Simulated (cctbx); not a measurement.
**A crystallographic session in cctbx: CaMgCl4**

Library: cctbx 2025.11. The data are simulated by the first script.

## 1. Simulate the data

run.py:

```python
from cctbx import adptbx, crystal, miller, sgtbx, xray
from cctbx.array_family import flex
from iotbx.shelx import hklf
from scitbx import matrix
import scitbx.random

cs = crystal.symmetry(unit_cell=(4.929, 17.864, 6.911, 90, 90, 90), space_group_symbol='Hall: C 2c -2')  # Cmc2_1
atoms = [  # label, site, U (iso, or U11 U22 U33 U12 U13 U23 in A^2), occupancy
    ("Ca1", (0, 0.6554, 0.548), (0.0207, 0.0252, 0.0284, 0.0000, 0.0000, 0.0029), 1),
    ("Cl1", (0, 0.5861, 0.1165), (0.0433, 0.0438, 0.0401, 0.0000, 0.0000, 0.0116), 1),
    ("Cl2", (0.5, 0.7004, 0.2862), (0.0180, 0.0182, 0.0187, 0.0000, 0.0000, -0.0002), 1),
    ("Cl3", (0, 0.9669, 0.9217), (0.0387, 0.0340, 0.0366, 0.0000, 0.0000, -0.0005), 1),
    ("Cl4", (0.5, 0.6599, 0.814), (0.0189, 0.0201, 0.0169, 0.0000, 0.0000, 0.0005), 1),
    ("Mg1", (0.5, 0.5804, 0.0965), (0.0270, 0.0297, 0.0277, 0.0000, 0.0000, -0.0015), 1),
]
xs = xray.structure(crystal_symmetry=cs)
for label, site, u, occ in atoms:
    u = adptbx.u_cif_as_u_star(cs.unit_cell(), u) if isinstance(u, tuple) else u
    xs.add_scatterer(xray.scatterer(label, site=site, u=u, occupancy=occ))
xs.set_inelastic_form_factors(0.71073, "sasaki")
xs.show_summary()
p1 = xs.expand_to_p1()
ms = miller.build_set(p1, anomalous_flag=True, d_min=0.77)
flex.set_random_seed(283759)
scitbx.random.set_random_seed(283759)
ms = ms.select(flex.random_double(ms.size()) < 0.5)
i = ms.structure_factors_from_scatterers(p1, algorithm="direct").f_calc().as_intensity_array().data()
i = i * 40000 / flex.max(i)
sig = flex.sqrt(i + flex.pow2(0.06 * i) + 8 ** 2)
noise = scitbx.random.variate(scitbx.random.normal_distribution())(i.size())
data = ms.array(data=i + sig * noise, sigmas=sig).set_observation_type_xray_intensity()
with open("data.hkl", "w") as f:
    data.export_as_shelx_hklf(f)
print("reflections written:", data.size(), " <I/sigma> = %.1f" % flex.mean(data.data() / data.sigmas()))
for h, a, b in list(data.sort("data"))[:12]:
    print("%4d%4d%4d %9.1f %7.1f" % (h + (a, b)))
```

```console
$ python run.py
```

```text
Number of scatterers: 6
At special positions: 6
Unit cell: (4.929, 17.864, 6.911, 90, 90, 90)
Space group: C m c 21 (No. 36)
reflections written: 2776  <I/sigma> = 6.7
  -1   3   2   41470.4  2408.3
  -4   0   0   41042.4  2356.9
   0  -8  -1   39969.8  2390.0
   0  -8   1   39256.4  2399.7
   4   0   0   38647.1  2356.9
   1  -3   2   38573.2  2408.3
  -1  -3   2   37303.9  2408.3
   0   8   1   35664.4  2399.7
   0  -4  -3   28289.3  1811.9
  -1   5  -1   27946.1  1571.8
  -1  -5  -1   27038.5  1571.8
   1  -5   1   26229.3  1548.5
```

It took 0.45 s on 1 thread of Arm Neoverse N1 (shared host), peak memory 0.07 GiB.

## 2. Symmetry

run.py:

```python
from cctbx import crystal, sgtbx, statistics
from cctbx.array_family import flex
from iotbx.shelx import hklf

p1 = crystal.symmetry(unit_cell=(4.929, 17.864, 6.911, 90, 90, 90), space_group_symbol="P 1")
raw = hklf.reader(file_name="data.hkl").as_miller_arrays(crystal_symmetry=p1, anomalous=True)[0]
print(raw.size(), "reflections to d = %.3f A" % raw.d_min())
isig = raw.data() / raw.sigmas()
print("centring   violations  <I/sigma> of those")
best = "P"
for c in "ABCIRF":
    a = raw.customized_copy(space_group_info=sgtbx.space_group_info("Hall: %s 1" % c)).sys_absent_flags().data()
    m = flex.mean(isig.select(a))
    print("%5s %10d of %5d %8.1f" % (c, (isig.select(a) > 4).count(True), a.count(True), m))
    if (isig.select(a) > 4).count(True) < 0.01 * a.count(True):
        best = c
raw = raw.select(~raw.customized_copy(space_group_info=sgtbx.space_group_info("Hall: %s 1" % best)).sys_absent_flags().data())
isig = raw.data() / raw.sigmas()
rows = []
for s in sgtbx.space_group_symbol_iterator():
    g = sgtbx.space_group(s)
    if g.conventional_centring_type_symbol() != best or not g.is_compatible_unit_cell(p1.unit_cell(), 1e-3, 0.02):
        continue
    rows.append((s, g))
print("Laue class    unique    Rint  (classes that these axes allow; Friedel mates merged)")
rint = {}
for s, g in rows:
    laue = g.build_derived_patterson_group()
    key = laue.type().hall_symbol()
    if key not in rint:
        m = raw.customized_copy(space_group_info=laue.info(), anomalous_flag=False).merge_equivalents()
        rint[key] = m.r_int()
        print("%-14s %6d %7.3f" % (laue.type().lookup_symbol(), m.array().size(), m.r_int()))
floor = min(rint.values())
good = [(s, g) for s, g in rows if rint[g.build_derived_patterson_group().type().hall_symbol()] < 2 * floor + 0.03]
top = max(g.build_derived_patterson_group().order_z() for s, g in good)
print("space group    extra absences  I>4sigma  <I/sigma>")
for s, g in good:
    laue = g.build_derived_patterson_group()
    if laue.order_z() != top:
        continue
    a = raw.customized_copy(space_group_info=g.info()).sys_absent_flags().data()
    a &= ~raw.customized_copy(space_group_info=laue.info()).sys_absent_flags().data()
    bad = (isig.select(a) > 4).count(True)
    if bad <= 0.03 * a.count(True):
        print("%-16s %8d %10d %9s  %s" % (s.universal_hermann_mauguin(), a.count(True), bad, "%.1f" % flex.mean(isig.select(a)) if a.count(True) else "-", "centric" if g.is_centric() else "acentric"))
laue = max(good, key=lambda t: t[1].build_derived_patterson_group().order_z())[1].build_derived_patterson_group()
f = raw.customized_copy(space_group_info=laue.info(), anomalous_flag=False).merge_equivalents().array().eliminate_sys_absent().f_sq_as_f()
f.set_observation_type_xray_amplitude()
bins = max(3, min(8, f.size() // 12))
f.setup_binner(n_bins=bins)
w = statistics.wilson_plot(f, {e: n / laue.order_z() for e, n in {'Ca': 4.0, 'Cl': 16.0, 'Mg': 4.0}.items()}, e_statistics=True)
print("Wilson B = %.2f A^2   <|E^2-1|> = %.3f (0.968 centric, 0.736 acentric)   E^2>4: %.1f %%" % (w.wilson_b, w.mean_e_sq_minus_1, w.percent_e_sq_gt_2))
print("shell (A)         n   <I/sigma>")
m = raw.customized_copy(space_group_info=laue.info(), anomalous_flag=False).merge_equivalents().array().eliminate_sys_absent()
for b in m.setup_binner(n_bins=bins).range_used():
    sel = m.binner().selection(b)
    print("%5.2f - %4.2f %6d %8.1f" % (min(m.binner().bin_d_range(b)[0] if m.binner().bin_d_range(b)[0] > 0 else 99, 99), m.binner().bin_d_range(b)[1], sel.count(True), flex.mean((m.data() / m.sigmas()).select(sel))))
```

```console
$ python run.py
```

```text
2776 reflections to d = 0.770 A
centring   violations  <I/sigma> of those
    A        649 of  1436      6.4
    B        649 of  1369      6.7
    C          0 of  1407      0.0
    I        658 of  1400      6.9
    R        863 of  1855      6.6
    F        649 of  2106      4.3
Laue class    unique    Rint  (classes that these axes allow; Friedel mates merged)
C 1 2/m 1         664   0.039
C 2/m 1 1         708   0.040
C m m m           415   0.043
space group    extra absences  I>4sigma  <I/sigma>
C 2 2 21                6          0      -0.6  acentric
C 2 2 2                 0          0         -  acentric
C m m 2                 0          0         -  acentric
C m c 21               23          0      -0.1  acentric
C 2 m m                 0          0         -  acentric
C m 2 m                 0          0         -  acentric
C 2 c m                23          0      -0.1  acentric
C m c m                23          0      -0.1  centric
C m m m                 0          0         -  centric
Wilson B = 2.06 A^2   <|E^2-1|> = 0.685 (0.968 centric, 0.736 acentric)   E^2>4: 1.2 %
shell (A)         n   <I/sigma>
 8.93 - 1.54     64     21.4
 1.54 - 1.22     51     25.5
 1.22 - 1.07     53     22.8
 1.07 - 0.97     50     23.3
 0.97 - 0.90     52     21.4
 0.90 - 0.85     49     21.6
 0.85 - 0.81     53     18.1
 0.81 - 0.77     43     19.4
```

Time: 0.45 s.

## 3. Charge flipping

run.py:

```python
import itertools
from cctbx import crystal, maptbx
from cctbx.array_family import flex
from iotbx.shelx import hklf
from smtbx.ab_initio import charge_flipping as cf

cs = crystal.symmetry(unit_cell=(4.929, 17.864, 6.911, 90, 90, 90), space_group_symbol='Hall: C 2c -2')  # Cmc2_1
raw = hklf.reader(file_name="data.hkl").as_miller_arrays(crystal_symmetry=cs, anomalous=True)[0]
merged = raw.eliminate_sys_absent().merge_equivalents()
fo2 = merged.array().set_observation_type_xray_intensity()
f = fo2.average_bijvoet_mates().f_sq_as_f().resolution_filter(d_min=0.9)
p1 = f.expand_to_p1()
p1.setup_binner_counting_sorted(reflections_per_bin=max(40, p1.size() // 12))
work = p1.array(data=p1.data() / p1.amplitude_quasi_normalisations().data())
flex.set_random_seed(44024)
it = cf.weak_reflection_improved_iterator(delta=None, weak_reflection_fraction=0.2)
it.start(work, phases=flex.random_double(p1.size()) * 6.2832, f_000=0)
it.delta = 1.1 * it.rho_map.sigma()
print("cycle      R  skewness")
for n, st in enumerate(itertools.islice(it, 300)):
    if n % 25 == 0:
        print("%5d %6.3f %8.2f" % (n, st.r1_factor(), st.rho_map.skewness()))
rho = p1.phase_transfer(it.f_calc).fft_map().apply_volume_scaling()
polish = cf.low_density_elimination_iterator(constant_rho_c=rho.sigma())
polish.start(f_obs=p1, phases=it.f_calc, f_000=0)
for _ in range(8):
    next(polish)
print("origin shift          correlation  skewness")
maps = []
for fc, shift, cc in itertools.islice(cf.f_calc_symmetrisations(f, polish.f_calc, 0), 4):
    m = f.phase_transfer(fc).fft_map(symmetry_flags=maptbx.use_space_group_symmetry, resolution_factor=0.25).apply_sigma_scaling()
    maps.append((m.skewness(), cc, m))
    print("%6.3f %6.3f %6.3f %10.3f %9.2f" % (tuple(shift) + (cc, m.skewness())))
skew, cc, m = max((t for t in maps if t[1] > maps[0][1] - 0.04), key=lambda t: t[0])
print("taken: symmetry correlation %.3f, skewness %.2f" % (cc, skew))
peaks = m.peak_search(parameters=maptbx.peak_search_parameters(min_distance_sym_equiv=0.9, max_clusters=11)).all()
sps = cs.special_position_settings(min_distance_sym_equiv=0.5)
print("peak      x       y       z  mult  height/sigma")
for k, (x, h) in enumerate(zip(peaks.sites(), peaks.heights())):
    ss = sps.site_symmetry(x)
    print("Q%-3d %7.4f %7.4f %7.4f %4d %8.1f" % ((k + 1,) + tuple(t % 1 for t in ss.exact_site()) + (ss.multiplicity(), h)))
```

```console
$ python run.py
```

```text
cycle      R  skewness
    0  0.530     0.17
   25  0.437     1.36
   50  0.405     1.53
   75  0.432     1.39
  100  0.430     1.33
  125  0.438     1.31
  150  0.416     1.35
  175  0.430     1.43
  200  0.416     1.51
  225  0.434     1.33
  250  0.448     1.31
  275  0.411     1.48
origin shift          correlation  skewness
 0.270  0.287  0.000      0.870      1.93
 0.149  0.286  0.000      0.851      1.61
 0.268  0.470  0.000      0.843      1.99
 0.225  0.161 -0.000      0.840      1.38
taken: symmetry correlation 0.843, skewness 1.99
peak      x       y       z  mult  height/sigma
Q1    0.0000  0.0337  0.5151    4      8.8
Q2    0.2064  0.1592  0.7399    8      7.9
Q3    0.0000  0.2016  0.7061    4      5.7
Q4    0.0000  0.2374  0.2090    4      4.6
Q5    0.0000  0.4412  0.2763    4      4.4
Q6    0.0000  0.3589  0.8496    4      4.2
Q7    0.2576  0.0952  0.3259    8      3.9
Q8    0.0000  0.1752  0.2129    4      3.0
Q9    0.0000  0.1222  0.4459    4      2.9
Q10   0.2281  0.0314  0.0234    8      2.7
Q11   0.2512  0.2305  0.0700    8      2.6
```

Time: 0.64 s.

## 4. Refinement (model from the peaks)

run.py:

```python
import math
from cctbx import adptbx, crystal, maptbx, sgtbx, xray
from cctbx.array_family import flex
from cctbx.xray import observations
from iotbx.shelx import hklf
from scitbx.lstbx import normal_eqns_solving
from smtbx import absolute_structure, utils
from smtbx.refinement import constraints, least_squares

cs = crystal.symmetry(unit_cell=(4.929, 17.864, 6.911, 90, 90, 90), space_group_symbol='Hall: C 2c -2')  # Cmc2_1
atoms = [  # label, site, U (iso, or U11 U22 U33 U12 U13 U23 in A^2), occupancy
    ("Cl1", (0, 0.0337, 0.5151), 0.0200, 1),
    ("Cl2", (0.2064, 0.1592, 0.7399), 0.0200, 1),
    ("Ca1", (0, 0.2016, 0.7061), 0.0200, 1),
    ("Cl3", (0, 0.2374, 0.209), 0.0200, 1),
    ("Mg1", (0, 0.4412, 0.2763), 0.0200, 1),
]
xs = xray.structure(crystal_symmetry=cs)
for label, site, u, occ in atoms:
    u = adptbx.u_cif_as_u_star(cs.unit_cell(), u) if isinstance(u, tuple) else u
    xs.add_scatterer(xray.scatterer(label, site=site, u=u, occupancy=occ))
xs.set_inelastic_form_factors(0.71073, "sasaki")
raw = hklf.reader(file_name="data.hkl").as_miller_arrays(crystal_symmetry=cs, anomalous=True)[0]
merged = raw.eliminate_sys_absent().merge_equivalents()
fo2 = merged.array().set_observation_type_xray_intensity()
print("Rint %.3f, %d unique reflections to %.2f A" % (merged.r_int(), fo2.size(), fo2.d_min()))
for sc in xs.scatterers():
    sc.flags.set_grad_site(True)
    sc.flags.set_grad_u_aniso(sc.flags.use_u_aniso())
    sc.flags.set_grad_u_iso(sc.flags.use_u_iso())
obs = fo2.as_xray_observations()
extra = {}
rep = constraints.reparametrisation(xs, [], utils.connectivity_table(xs), **extra)
ls = least_squares.crystallographic_ls(obs, rep, weighting_scheme=least_squares.mainstream_shelx_weighting(a=0, b=0))
print("cycle     R1     wR2    GooF  max shift (A)")
for cycle in range(6):
    ls.build_up()
    r1, wr2, goof = ls.r1_factor(cutoff_factor=2)[0], ls.wR2(), ls.goof()
    old = xs.sites_cart()
    normal_eqns_solving.levenberg_marquardt_iterations(ls, n_max_iterations=3, tau=0.0001, step_threshold=1e-7)
    big = flex.max((xs.sites_cart() - old).norms())
    print("%4d %7.4f %7.4f %7.3f %9.5f" % (cycle + 1, r1, wr2, goof, big))
    ls.build_up(objective_only=True)
    if abs(ls.wR2() - wr2) < 5e-5 and big < 5e-4:
        break
ls.build_up()
print("final R1 %.4f wR2 %.4f GooF %.3f  parameters %d  data/parameter %.1f" % (ls.r1_factor(cutoff_factor=2)[0], ls.wR2(), ls.goof(), ls.n_parameters, fo2.size() / ls.n_parameters))
cov = ls.covariance_matrix_and_annotations()
su = dict(zip(cov.annotations, (math.sqrt(max(v, 0)) for v in cov.matrix.matrix_packed_u_diagonal())))
a2 = cs.unit_cell().reciprocal_parameters()[0] ** -2
print("atom        x        y        z      Ueq    occ   su(xyz)  su(Uiso or U11)")
for sc in xs.scatterers():
    s = max(su.get(sc.label + k, 0) for k in (".x", ".y", ".z"))
    npd = "" if sc.is_positive_definite_u(cs.unit_cell()) else "  NPD"
    print("%-5s %8.5f %8.5f %8.5f %8.4f %6.3f %8.5f %7.4f%s" % ((sc.label,) + sc.site + (sc.u_iso_or_equiv(cs.unit_cell()), sc.occupancy, s, su.get(sc.label + ".uiso", su.get(sc.label + ".u11", 0) * a2), npd)))
fo = fo2.f_sq_as_f()
fc = fo.structure_factors_from_scatterers(xs, algorithm="direct").f_calc()
diff = fo.f_obs_minus_f_calc(1 / math.sqrt(ls.scale_factor()), fc).average_bijvoet_mates()
m = diff.fft_map(symmetry_flags=maptbx.use_space_group_symmetry, resolution_factor=0.25).apply_volume_scaling()
print("difference map: max %.2f min %.2f rms %.2f" % (m.statistics().max(), m.statistics().min(), m.statistics().sigma()))
peaks = m.peak_search(parameters=maptbx.peak_search_parameters(min_distance_sym_equiv=0.6, max_clusters=6)).all()
near = xs.closest_distances(peaks.sites(), distance_cutoff=4)
sps = cs.special_position_settings(min_distance_sym_equiv=0.5)
for k, (x, h) in enumerate(zip(peaks.sites(), peaks.heights())):
    ss = sps.site_symmetry(x)
    print("Q%-3d %7.4f %7.4f %7.4f %4d %7.2f  %.2f A from %s" % ((k + 1,) + tuple(t % 1 for t in ss.exact_site()) + (ss.multiplicity(), h, near.smallest_distances[k], xs.scatterers()[near.i_seqs[k]].label)))
```

```console
$ python run.py
```

```text
Rint 0.040, 679 unique reflections to 0.77 A
cycle     R1     wR2    GooF  max shift (A)
   1  0.8013  0.9566  18.085   0.63430
   2  0.7108  0.9041  17.092   0.11212
   3  0.7013  0.8949  16.918   0.06147
   4  0.6950  0.8899  16.825   0.04004
   5  0.6932  0.8885  16.797   0.03580
   6  0.6922  0.8875  16.778   0.03638
final R1 0.6914 wR2 0.8865 GooF 16.760  parameters 16  data/parameter 42.4
atom        x        y        z      Ueq    occ   su(xyz)  su(Uiso or U11)
Cl1    0.00000  0.02819  0.52131   0.0001  1.000  0.00432  0.0067
Cl2    0.15993  0.14722  0.76618   0.0422  1.000  0.01217  0.0121
Ca1    0.00000  0.20992  0.68630   0.0001  1.000  0.00495  0.0060
Cl3    0.00000  0.25016  0.19743   0.0001  1.000  0.00564  0.0067
Mg1    0.00000  0.48154  0.28933   0.0001  1.000  0.00822  0.0112
difference map: max 130.73 min -43.07 rms 9.55
Q1    0.0000  0.0286  0.5289    4  132.14  0.05 A from Cl1
Q2    0.0000  0.2095  0.6802    4  119.90  0.04 A from Ca1
Q3    0.0000  0.2485  0.1961    4   68.59  0.03 A from Cl3
Q4    0.0000  0.4824  0.2869    4   62.94  0.02 A from Mg1
Q5    0.0000  0.3473  0.8756    4   50.73  2.78 A from Ca1
Q6    0.1558  0.1516  0.7633    8   49.53  0.08 A from Cl2
```

Time: 0.86 s.

Figures of merit this high mean that the model is still wrong or incomplete.

## 5. Charge flipping

run.py, as its changes from the last script of this kind:

```diff
@@ -13,3 +13,2 @@
-p1.setup_binner_counting_sorted(reflections_per_bin=max(40, p1.size() // 12))
-work = p1.array(data=p1.data() / p1.amplitude_quasi_normalisations().data())
-flex.set_random_seed(44024)
+work = p1
+flex.set_random_seed(44025)
@@ -20,2 +19,2 @@
-for n, st in enumerate(itertools.islice(it, 300)):
-    if n % 25 == 0:
+for n, st in enumerate(itertools.islice(it, 600)):
+    if n % 50 == 0:
```

```console
$ python run.py
```

```text
cycle      R  skewness
    0  0.525     0.24
   50  0.361     2.89
  100  0.343     2.96
  150  0.344     2.81
  200  0.346     2.82
  250  0.348     2.80
  300  0.366     2.63
  350  0.340     2.93
  400  0.345     2.78
  450  0.344     2.98
  500  0.355     2.82
  550  0.350     2.87
origin shift          correlation  skewness
 0.157  0.358 -0.000      0.866      1.47
 0.166  0.480  0.000      0.835      2.10
 0.028  0.008 -0.000      0.811      1.14
 0.458  0.352  0.000      0.806      1.05
taken: symmetry correlation 0.835, skewness 2.10
peak      x       y       z  mult  height/sigma
Q1    0.0000  0.3357  0.9034    4     11.7
Q2    0.0000  0.0487  0.5593    4      6.7
Q3    0.0000  0.2184  0.6855    4      6.1
Q4    0.0000  0.4862  0.7740    4      5.6
Q5    0.0000  0.2921  0.4290    4      4.6
Q6    0.2347  0.1012  0.6212    8      4.5
Q7    0.0000  0.4460  0.3357    4      3.9
Q8    0.0000  0.2749  0.5685    4      3.2
Q9    0.2475  0.1184  0.3504    8      3.2
Q10   0.0000  0.0900  0.6961    4      3.2
Q11   0.2180  0.5016  0.2160    8      2.7
```

Time: 0.75 s.

## 6. Refinement (model from the peaks)

run.py, as its changes from the last script of this kind:

```diff
@@ -12,5 +12,5 @@
-    ("Cl1", (0, 0.0337, 0.5151), 0.0200, 1),
-    ("Cl2", (0.2064, 0.1592, 0.7399), 0.0200, 1),
-    ("Ca1", (0, 0.2016, 0.7061), 0.0200, 1),
-    ("Cl3", (0, 0.2374, 0.209), 0.0200, 1),
-    ("Mg1", (0, 0.4412, 0.2763), 0.0200, 1),
+    ("Ca1", (0, 0.3357, 0.9034), 0.0200, 1),
+    ("Cl1", (0, 0.0487, 0.5593), 0.0200, 1),
+    ("Cl2", (0, 0.2184, 0.6855), 0.0200, 1),
+    ("Mg1", (0, 0.4862, 0.774), 0.0200, 1),
+    ("Cl3", (0.2347, 0.1012, 0.6212), 0.0200, 1),
```

```console
$ python run.py
```

```text
Rint 0.040, 679 unique reflections to 0.77 A
cycle     R1     wR2    GooF  max shift (A)
   1  0.7782  0.9491  17.944   0.18671
   2  0.6224  0.8489  16.048   0.13553
   3  0.5879  0.8257  15.610   0.12781
   4  0.5704  0.8129  15.367   0.08215
   5  0.5606  0.8040  15.200   0.05334
   6  0.5566  0.8003  15.130   0.05719
final R1 0.5531 wR2 0.7977 GooF 15.080  parameters 16  data/parameter 42.4
atom        x        y        z      Ueq    occ   su(xyz)  su(Uiso or U11)
Ca1    0.00000  0.35028  0.89562   0.0132  1.000  0.00491  0.0044
Cl1    0.00000  0.02152  0.53587   0.0001  1.000  0.00509  0.0035
Cl2    0.00000  0.20251  0.67321   0.0001  1.000  0.00477  0.0035
Mg1    0.00000  0.48663  0.76912   0.0001  1.000  0.00565  0.0062
Cl3    0.26732  0.12489  0.67012   0.1233  1.000  0.01603  0.0249
difference map: max 63.20 min -19.34 rms 4.95
Q1    0.0000  0.0209  0.5341    4   63.78  0.02 A from Cl1
Q2    0.0000  0.2047  0.6784    4   61.15  0.05 A from Cl2
Q3    0.0000  0.3484  0.8900    4   54.44  0.05 A from Ca1
Q4    0.0000  0.4863  0.7658    4   34.20  0.02 A from Mg1
Q5    0.0000  0.4111  0.3457    4   24.46  1.79 A from Cl3
Q6    0.0000  0.1620  0.2748    4   17.96  2.61 A from Ca1
```

It took 0.86 s on 1 thread of Arm Neoverse N1 (shared host), peak memory 0.09 GiB.

Figures of merit this high mean that the model is still wrong or incomplete.

[Logs are printed without paths, hosts, clocks, repeated set-up lines and the standing remarks that a program may print on its own settings, such as how far it seeks lower states.]
